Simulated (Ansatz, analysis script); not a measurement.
## Free-standing square Ir monolayer, spacing 2.603 Å: where the moment collapses

How do the moments of a free-standing square Ir monolayer, spacing 2.603 Å answer to compression and expansion?

Program: Ansatz 0.2.0. Level of theory: PBE, PAW set soft_1. Results are calculated unless marked as measured.

**1. Set-up**

The cell holds 1 atom: 1 Ir. Cell: a = 2.603 Å, b = 2.603 Å, c = 14.000 Å, α = 90.0°, β = 90.0°, γ = 90.0°. An idealised lattice of chosen spacing, in vacuum. Vacuum lies along c.

**2. Starting state**

A collinear run comes first: it shows whether moments survive, and how large they are.

input.yaml reads:

```yaml
crystal:
  lattice:
    - [2.603, 0.0, 0.0]
    - [0.0, 2.603, 0.0]
    - [0.0, 0.0, 14.0]
  atoms:
    - { symbol: Ir, position: [0.0, 0.0, 0.5], spin: 1.0 }
magnetization:
  spin_polarized: true
kpoints:
  mp_grid: { grid: [17, 17, 1] }
hamiltonian:
  xc: pbe
  pseudopotentials: { kind: paw, azcp: { folder: soft_1 } }
scf:
  occupations: { method: fermi_dirac, width: 0.05 }
  max_iter: 120
  convergence: { dr2_threshold: 1.0e-08 }
  lower_state_search: "off"
output:
  write_density: true
  write_potential: true
  elf: true
  volumetric_format: npy
```

The run is started by

```bash
$ ansatz run input.yaml --threads 2 --pin off --max-ram 5120MiB --backend cpu --events-out ev --progress --plain --runs-dir out
```

Numbers of over 12 decimals in the logs are rounded to 6 here.

The log of the run:

```text
Engine: ansatz 0.2.0, x86_64-unknown-linux-gnu
Pseudopotentials: kind: paw
Pseudopotential: Ir, paw, valence charge 17, recommended cutoff 420 eV (normal), soft_1/Ir.paw.azcp
Functional definition: PBE
  parameter kappa = 0.804
  parameter beta = 0.066725
  exchange = pbe_x(kappa = kappa, mu = beta*pi^2/3)
  correlation = pbe_c(beta = beta)
Crystal: 1 atoms, lattice volume = 94.859 Å³
Basis set: ecut = 420 eV, 1891 PW (Γ)
Bands: 13, of which v1, the nominal top of the filled ones, is band 9 counted from 1 (8 counted from 0)
Symmetry: 16 space group operations
Space group: P4/mmm (ITA 123), of the structure as read, at distance tolerance 4.6e-5 Å
Magnetic group: BNS 123.339 (UNI 999), of the structure as read, at distance tolerance 4.6e-5 Å
k-points: 45 of 289
Non-local potential: Ir, projectors of the file, l = 0: 3, l = 1: 2, l = 2: 2, l = 3: 1
PAW form: soft (Blöchl's): semilocal exchange-correlation on the pseudo side does not see the compensation charge
PAW one-centre angular grid: Ir, 590 points (default); XC on 64 Gauss nodes
Initial density: superposition of atomic densities (neutral atoms: chi_scale 0, normalization atom)
Starting moments: Σ|m| = 1 μB on 1 of 1 site
Initial wavefunctions: pseudopotential atomic-orbital guess
Functional: x = pbe(κ = 0.804, μ = 0.219515), c = pbe(β = 0.066725)
iter 1 solved again at ethr=6.40e-4 eV; its pass at ethr=3.10e-3 eV (dr2=1.09e-1 eV) is discarded
SCF iter   1: F=—  HF=-11934.451257 eV  |F-HF|=—  |Δ(HF+E_count)|=         —  Δρ=1.64e-2 (↑1.64e-2 ↓1.46e-2)  dr2=1.09e-1  dr2_m=1.51e-1  M=0.612 μB ∫|m|=0.614 μB  β_m=0.30  ethr=6.40e-4  ⟨swp⟩=1.1  Hψ=9027  notcnv=0
preconditioner: auto → LDOS  [metal: Δε(μ)=0.023 eV  Ē_g=8.297 eV  σ=0.050 eV  W_gap=0.11  n_scr=8 (ndim 8)  ℏωp=11.4 eV  f_vac=0.684  D(μ)=2.12/eV (n_scr^D=8)]
spin=Collinear: LDOS preconditioning applied to the charge; magnetization (m = ρ↑ − ρ↓) channel mixes plain (no charge-response kernel on spin).
SCF iter   2: F=—  HF=-11934.453548 eV  |F-HF|=—  |Δ(HF+E_count)|=   2.29e-3  Δρ=1.16e-2 (↑1.16e-2 ↓1.04e-2)  dr2=4.62e-2  dr2_m=8.46e-2  M=0.582 μB ∫|m|=0.584 μB  β_m=0.30  ethr=6.40e-4  ⟨swp⟩=1.9  Hψ=1401  notcnv=0
SCF iter   3: F=—  HF=-11934.454669 eV  |F-HF|=—  |Δ(HF+E_count)|=   1.12e-3  Δρ=7.90e-3 (↑7.34e-3 ↓7.90e-3)  dr2=6.59e-3  dr2_m=4.95e-2  M=0.551 μB ∫|m|=0.554 μB  β_m=0.30  ethr=2.72e-4  ⟨swp⟩=3.4  Hψ=1947  notcnv=0
SCF iter   4: F=—  HF=-11934.460076 eV  |F-HF|=—  |Δ(HF+E_count)|=   5.41e-3  Δρ=5.87e-3 (↑5.85e-3 ↓5.87e-3)  dr2=3.46e-4  dr2_m=2.97e-2  M=0.519 μB ∫|m|=0.522 μB  β_m=0.30  ethr=3.87e-5  ⟨swp⟩=2.4  Hψ=1861  notcnv=0
SCF iter   5: F=—  HF=-11934.464263 eV  |F-HF|=—  |Δ(HF+E_count)|=   4.19e-3  Δρ=4.62e-3 (↑4.56e-3 ↓4.62e-3)  dr2=1.17e-4  dr2_m=1.82e-2  M=0.495 μB ∫|m|=0.498 μB  β_m=0.30  ethr=2.03e-6  ⟨swp⟩=2.3  Hψ=1907  notcnv=0
SCF iter   6: F=—  HF=-11934.466978 eV  |F-HF|=—  |Δ(HF+E_count)|=   2.72e-3  Δρ=3.68e-3 (↑3.68e-3 ↓3.58e-3)  dr2=2.02e-5  dr2_m=1.15e-2  M=0.473 μB ∫|m|=0.476 μB  β_m=0.30  ethr=6.89e-7  ⟨swp⟩=2.6  Hψ=2204  notcnv=0
SCF iter   7: F=—  HF=-11934.468664 eV  |F-HF|=—  |Δ(HF+E_count)|=   1.69e-3  Δρ=2.95e-3 (↑2.95e-3 ↓2.91e-3)  dr2=1.22e-5  dr2_m=7.44e-3  M=0.454 μB ∫|m|=0.457 μB  β_m=0.30  ethr=1.19e-7  ⟨swp⟩=2.6  Hψ=2343  notcnv=0
SCF iter   8: F=—  HF=-11934.469805 eV  |F-HF|=—  |Δ(HF+E_count)|=   1.14e-3  Δρ=2.43e-3 (↑2.43e-3 ↓2.38e-3)  dr2=2.23e-5  dr2_m=5.02e-3  M=0.437 μB ∫|m|=0.440 μB  β_m=0.30  ethr=7.17e-8  ⟨swp⟩=2.5  Hψ=2035  notcnv=0
Mixer restart at iter 8: flushing history
spin-set hold released at iteration 8 (site moments contracting): the magnetisation degrees of freedom join the quasi-Newton model from the next iteration; the mixer history was flushed
[...]
SCF iter  14: F=—  HF=-11934.474725 eV  |F-HF|=—  |Δ(HF+E_count)|=   1.76e-4  Δρ=9.83e-5 (↑8.84e-5 ↓9.83e-5)  dr2=4.33e-6  dr2_m=4.59e-6  M=0.071 μB ∫|m|=0.071 μB  β_m=0.96  ethr=1.22e-8  ⟨swp⟩=4.1  Hψ=3355  notcnv=0  defer=1
SCF iter  15: F=—  HF=-11934.474744 eV  |F-HF|=—  |Δ(HF+E_count)|=   1.81e-5  Δρ=6.53e-5 (↑5.54e-5 ↓6.53e-5)  dr2=1.53e-6  dr2_m=2.19e-6  M=0.052 μB ∫|m|=0.052 μB  β_m=0.98  ethr=1.22e-8  ⟨swp⟩=3.1  Hψ=2331  notcnv=0  defer=1
SCF iter  16: F=—  HF=-11934.474758 eV  |F-HF|=—  |Δ(HF+E_count)|=   1.44e-5  Δρ=4.46e-5 (↑3.59e-5 ↓4.46e-5)  dr2=1.64e-6  dr2_m=7.55e-7  M=0.029 μB ∫|m|=0.030 μB  β_m=0.85  ethr=8.99e-9  ⟨swp⟩=3.1  Hψ=2341  notcnv=0  defer=1
SCF iter  17: F=—  HF=-11934.474762 eV  |F-HF|=—  |Δ(HF+E_count)|=   4.02e-6  Δρ=2.22e-5 (↑2.09e-5 ↓2.22e-5)  dr2=3.02e-7  dr2_m=2.00e-7  M=0.019 μB ∫|m|=0.019 μB  β_m=0.93  ethr=8.99e-9  ⟨swp⟩=2.4  Hψ=2002  notcnv=0  defer=1
SCF iter  18: F=—  HF=-11934.474765 eV  |F-HF|=—  |Δ(HF+E_count)|=   2.65e-6  Δρ=6.53e-6 (↑6.53e-6 ↓6.18e-6)  dr2=3.85e-8  dr2_m=1.39e-9  M=0.002 μB ∫|m|=0.002 μB  β_m=0.96  ethr=1.78e-9  ⟨swp⟩=4.2  Hψ=2789  notcnv=0  defer=1
iter 19 did not close the SCF: its close was put off for a magnetic moment that had not settled (scf_convergence_deferred on its scf_iter line)
SCF iter  19: F=-11934.474765 eV  HF=-11934.474765 eV  |F-HF|=4.29e-10  |Δ(HF+E_count)|=   1.44e-8  Δρ=3.29e-6 (↑2.68e-6 ↓3.29e-6)  dr2=6.89e-9  dr2_m=1.82e-9  M=-0.000 μB ∫|m|=0.000 μB  β_m=0.87  ethr=5.88e-11  ⟨swp⟩=2.6  Hψ=4810  notcnv=0
iter 20 did not close the SCF: its close was put off for a magnetic moment that had not settled (scf_convergence_deferred on its scf_iter line)
SCF iter  20: F=-11934.474765 eV  HF=-11934.474765 eV  |F-HF|=1.46e-11  |Δ(HF+E_count)|=   1.24e-9  Δρ=4.25e-7 (↑4.25e-7 ↓3.96e-7)  dr2=1.81e-10  dr2_m=4.00e-11  M=0.000 μB ∫|m|=0.000 μB  β_m=0.94  ethr=4.05e-11  ⟨swp⟩=1.0  Hψ=3529  notcnv=0
SCF iter  21: F=-11934.474765 eV  HF=-11934.474765 eV  |F-HF|=1.82e-12  |Δ(HF+E_count)|=  8.26e-10  Δρ=6.13e-8 (↑6.13e-8 ↓3.12e-8)  dr2=3.54e-12  dr2_m=8.25e-13  M=0.000 μB ∫|m|=0.000 μB  ethr=1.06e-12  ⟨swp⟩=1.0  Hψ=3958  notcnv=0
WARN: the starting moments were not kept: the SCF closed with an absolute magnetisation of 4.5e-5 μB, where they sum to 1 μB in size (1 site). That is at most 0.1 of that sum. Measured as dr2_m measures the in/out step, that magnetisation stands 7.8e-10 eV from none, at or under the dr2_threshold of 1.0e-8 eV: it is no larger than a step whose dr2_m would equal this threshold. The system may hold no moment; this SCF  [...]
SCF 1 converged in 21 iterations: F = -11934.474765 eV  dr2 = 3.54e-12
  greatest PAW one-centre occupation: 1.000 electrons in one spin orbital (limit 2), on the Ir atom at site 0 (counted from 0), in its partial waves of l = 0
WARN: The output density's exchange-correlation potential varies sharply where the density is thin. Do not read a vacuum level from v_tot or v_xc, or from such a field of the output density. On a cell that repeats whose density bears no net charge and no dipole along the vacuum's axis use v_es (v_loc + v_h of the components); under efield.dipole_correction with no amplitude use v_es + v_field, which holds any externa [...]
SCF converged after 21 iterations
Magnetization: 0.0000 μB (8.5000 up, 8.5000 down)
Absolute magnetization: 0.0000 μB (∫|ρ↑−ρ↓|, with the PAW one-centre terms)
Spin contamination: 0.0000 ħ² per cell (⟨S²⟩ above its minimum at these occupations)
Per-site moments (μB) at R_I (Å): [(3.775833470673384e-5, 1.073738)]
Free energy (F): -11934.474765 eV
Harris-Foulkes:  -11934.474765 eV  (|F-HF|=1.82e-12)
Internal energy: -11934.452601 eV  (E = F + TS)
E sigma→0 (E₀):  -11934.463683 eV
Entropy (-TS):   -0.022164 eV (-22.164 meV/atom)
Fermi energy:    -1.433784 eV
--- Per-component energies (eV) ---
  E_band       = -518.932400
  E_kinetic    = 534.282441
  E_local      = -8393.740436  (includes V_loc(G=0)·N_el)
  E_nonlocal   = 191.388520
  E_hartree    = 3840.628838
  E_xc         = -226.095316
  E_vxc        = -250.922107  (∫ρ·V_xc dr)
  E_paw        = -9265.412203  (= ΣΔE_a)
  E_vpaw       = -281.198992  (= ΣTr[D̂ρ^β])
  E_aug_tail   = 0.000361  (compensation charges beyond the density's cutoff)
  E_ewald      = 1384.495194
  E_smearing   = -0.022164  (= −TS)
  E_closure    = 0.000000  (closes the sum)
  Σ components = -11934.474765   (vs F -11934.474765, Δ=0.00e0)
--- Band table (eV; the first three rows and the last of 90) ---
  k-point 0 ↑: bands = [... 5 lower, -6.4402, -3.3005, -0.9168, -0.9168, 0.1299, 0.2643, 4.3134, 5.2672]
  k-point 1 ↑: bands = [... 5 lower, -6.3571, -3.2643, -1.2697, -0.9047, 0.0277, 0.5956, 4.3868, 5.3595]
  k-point 2 ↑: bands = [... 5 lower, -6.0781, -3.1582, -1.9139, -0.8699, -0.2545, 1.1946, 4.6067, 5.6294]
  k-point 44 ↓: bands = [... 5 lower, -3.7678, -3.7494, -1.2257, 1.7960, 5.5267, 6.1966, 10.6961, 10.8100]
```

Wall time 22 s (2 threads of Intel Xeon at 2.50GHz (Skylake/Cascade Lake), shared host); peak memory 0.41 GiB.

Reading the cycles: dr2 is the Hartree energy of the density residual (eV), the measure of convergence; HF is the Harris–Foulkes estimate of the energy, which meets the free energy F at convergence.

The spin moment in the atom's sphere vanishes on all atoms.

The run ends non-magnetic, with a net moment of 0 μB a cell. The run left the order that was typed.

Valence density in the ca plane at fractional y = 0.000, with atoms of Ir within 0.2 Å of it. It is the smooth field of the valence electrons, not physical close to the nuclei.

Values in e/Å³, 5 rows by 16 columns, each cell a mean:
```
0.0 0.0 0.0 0.0 0.0 0.0 0.2 4.1 5.6 0.5 0.0 0.0 0.0 0.0 0.0 0.0
0.0 0.0 0.0 0.0 0.0 0.0 0.1 0.9 1.3 0.2 0.0 0.0 0.0 0.0 0.0 0.0
0.0 0.0 0.0 0.0 0.0 0.0 0.1 0.4 0.5 0.1 0.0 0.0 0.0 0.0 0.0 0.0
0.0 0.0 0.0 0.0 0.0 0.0 0.1 1.8 2.5 0.2 0.0 0.0 0.0 0.0 0.0 0.0
0.0 0.0 0.0 0.0 0.0 0.0 0.2 5.1 6.9 0.6 0.0 0.0 0.0 0.0 0.0 0.0
```
Columns run along c (14.0 Å), rows up along a (2.6 Å). Atoms in or near the plane, at fractional coordinates: Ir at (0.50, 0.00).

ELF in the ca plane at fractional y = 0.000, with atoms of Ir within 0.2 Å of it. It is the smooth field of the valence electrons, not physical close to the nuclei.

Ten even steps from '0' (0.00) to '9' (0.61), each cell a mean:
```
0000000000000135679889876421000000000000
0000000000000124557898654310000000000000
0000000000000012445665443210000000000000
0000000000000012455555543100000000000000
0000000000000012455555543100000000000000
0000000000000013456787554210000000000000
0000000000000124668999765320000000000000
0000000000000135789879976421000000000000
```
Columns run along c (14.0 Å), rows up along a (2.6 Å). Atoms in or near the plane, at fractional coordinates: Ir at (0.50, 0.00).

**3. Denser mesh**

Levels at the Fermi energy are partly filled, so moments and energy differences can hang on the k-mesh, and the state is solved again on a denser one.

input.yaml, the sections that differ from step 2:

```yaml
kpoints:
  mp_grid: { grid: [21, 21, 1] }
basis:
  ecutwfc: 420.0
# crystal, magnetization, hamiltonian, scf: as in step 2
# output: removed
```

The log of the run:

```text
[...]
Crystal: 1 atoms, lattice volume = 94.859 Å³
Basis set: ecut = 420 eV, 1891 PW (Γ)
Bands: 13, of which v1, the nominal top of the filled ones, is band 9 counted from 1 (8 counted from 0)
Symmetry: 16 space group operations
[...]
k-points: 66 of 441
[...]
Starting moments: Σ|m| = 1 μB on 1 of 1 site
[...]
SCF iter  20: F=-11934.472220 eV  HF=-11934.472220 eV  |F-HF|=5.46e-12  |Δ(HF+E_count)|=  4.37e-11  Δρ=6.38e-8 (↑5.06e-8 ↓6.38e-8)  dr2=1.43e-12  dr2_m=1.86e-12  M=-0.000 μB ∫|m|=0.000 μB  ethr=1.00e-12  ⟨swp⟩=1.0  Hψ=4625  notcnv=0
[...]
SCF 1 converged in 20 iterations: F = -11934.472220 eV  dr2 = 1.43e-12
[...]
SCF converged after 20 iterations
Magnetization: -0.0000 μB (8.5000 up, 8.5000 down)
Absolute magnetization: 0.0000 μB (∫|ρ↑−ρ↓|, with the PAW one-centre terms)
[...]
Per-site moments (μB) at R_I (Å): [(-7.756153966995061e-6, 1.073738)]
Free energy (F): -11934.472220 eV
[...]
Internal energy: -11934.452897 eV  (E = F + TS)
E sigma→0 (E₀):  -11934.462559 eV
Entropy (-TS):   -0.019323 eV (-19.323 meV/atom)
Fermi energy:    -1.430919 eV
[...]
```

The job ended after 25 s (2 threads; peak memory 0.41 GiB).

The spin moment in the atom's sphere vanishes on all atoms.

The run ends non-magnetic, with a net moment of 0 μB a cell, against 0 μB on the first mesh.

The cell's area in the plane is scaled by the factor named; fractional positions stay, and energies count from the lowest run.

**4. Factor 0.8, typed moments**

Three starts at each size show whether high-spin, low-spin and non-magnetic states coexist. One mesh, built for the smallest cell, and one cutoff serve all sizes, so that energies can be subtracted.

input.yaml, the sections that differ from step 3:

```yaml
crystal:
  lattice:
    - [2.32819398, 0.0, 0.0]
    - [0.0, 2.32819398, 0.0]
    - [0.0, 0.0, 14.0]
  atoms:
    - { symbol: Ir, position: [0.0, 0.0, 0.5], spin: 1.0 }
kpoints:
  mp_grid: { grid: [22, 22, 1] }
output:
  stress: true
# magnetization, hamiltonian, scf, basis: as in step 3
```

The run is started by

```bash
$ ansatz run input.yaml --threads 1 --pin off --max-ram 2560MiB --backend cpu --events-out ev --progress --plain --runs-dir out
```

The log of the run:

```text
Warning: output.stress: scf.convergence.dr2_threshold = 1e-8 eV is looser than the 1e-10 eV advised for a printed stress (1e-10 eV for each atom of the cell: 1). What an SCF threshold leaves in a stress goes as its square root, and in the free energy as the threshold itself, and one threshold admits the most on a small cell: [figures from the program's tests cut] Set scf.convergence.dr2_threshold to 1e-10 eV or tighter. The threshold is an SCF's pass mark: one that does not reach it within its budget of iterations ends unconverged, or closes short of it on a stop that the run arms, and scf.convergence.dr2_threshold's page says what that costs each kind of run
[...]
Crystal: 1 atoms, lattice volume = 75.887 Å³
Basis set: ecut = 420 eV, 1475 PW (Γ)
Bands: 13, of which v1, the nominal top of the filled ones, is band 9 counted from 1 (8 counted from 0)
Symmetry: 16 space group operations
[...]
k-points: 78 of 484
[...]
Starting moments: Σ|m| = 1 μB on 1 of 1 site
[...]
SCF iter  16: F=-11934.463328 eV  HF=-11934.463328 eV  |F-HF|=1.46e-11  |Δ(HF+E_count)|=  8.39e-10  Δρ=1.16e-7 (↑1.16e-7 ↓1.07e-7)  dr2=3.95e-12  dr2_m=7.36e-12  M=0.000 μB ∫|m|=0.000 μB  ethr=4.61e-12  ⟨swp⟩=2.1  Hψ=7046  notcnv=0
[...]
SCF 1 converged in 16 iterations: F = -11934.463328 eV  dr2 = 3.95e-12
[...]
SCF converged after 16 iterations
Magnetization: 0.0000 μB (8.5000 up, 8.5000 down)
Absolute magnetization: 0.0000 μB (∫|ρ↑−ρ↓|, with the PAW one-centre terms)
[...]
Per-site moments (μB) at R_I (Å): [(-1.66794835643996e-7, 0.960380)]
Free energy (F): -11934.463328 eV
[...]
Internal energy: -11934.449893 eV  (E = F + TS)
E sigma→0 (E₀):  -11934.456610 eV
Entropy (-TS):   -0.013435 eV (-13.435 meV/atom)
Fermi energy:    0.036117 eV
[...]
--- Stress (GPa, compression-positive) ---
       12.502438      -0.000000       0.000000
       -0.000000      12.502438       0.000000
        0.000000       0.000000      -0.000119
  P = ⅓ Tr σ = 8.3349 GPa (83.349 kbar)
```

Elapsed: 26 s, on 1 thread; peak memory 0.4 GiB.

It ends non-magnetic, with 0 μB on the largest site.

**5. Factor 0.8, starting moments cut to 30 %**

A self-consistent run from these starting moments shows which magnetic state they lead to.

input.yaml, as its differences from that of step 4:

```diff
@@ -6,3 +6,3 @@
   atoms:
-    - { symbol: Ir, position: [0.0, 0.0, 0.5], spin: 1.0 }
+    - { symbol: Ir, position: [0.0, 0.0, 0.5], spin: 0.3 }
 magnetization:
```

The log of the run:

```text
[...]
Crystal: 1 atoms, lattice volume = 75.887 Å³
Basis set: ecut = 420 eV, 1475 PW (Γ)
Bands: 13, of which v1, the nominal top of the filled ones, is band 9 counted from 1 (8 counted from 0)
Symmetry: 16 space group operations
[...]
k-points: 78 of 484
[...]
Internal energy: -11934.449893 eV  (E = F + TS)
E sigma→0 (E₀):  -11934.456610 eV
Entropy (-TS):   -0.013435 eV (-13.435 meV/atom)
Fermi energy:    0.036117 eV
[...]
--- Stress (GPa, compression-positive) ---
       12.502439      -0.000000       0.000000
       -0.000000      12.502439       0.000000
        0.000000       0.000000      -0.000115
  P = ⅓ Tr σ = 8.3349 GPa (83.349 kbar)
[key lines of the parts left out:]
SCF converged after 16 iterations
Magnetization: 0.0000 μB (8.5000 up, 8.5000 down)
Free energy (F): -11934.463328 eV
```

Run time: 25 s. Hardware: 1 thread; peak memory 0.4 GiB.

It ends non-magnetic, with 0 μB on the largest site.

(Continued in part 2 of 2.)

[Logs and program files are shortened in this print: banners, set-up blocks, solver, clock and traceback lines can be left out without a mark of their own.]

[Logs are printed without paths, hosts, clocks, repeated set-up lines and the standing remarks that a program may print on its own settings, such as how far it seeks lower states.]

[Hosts, paths, dates, database ids (printed as entryN), source tags and the programs' standing remarks are cut or masked in the printed files.]

[Where the input sets lower_state_search to off, the program did not look for lower states, so one may exist.]
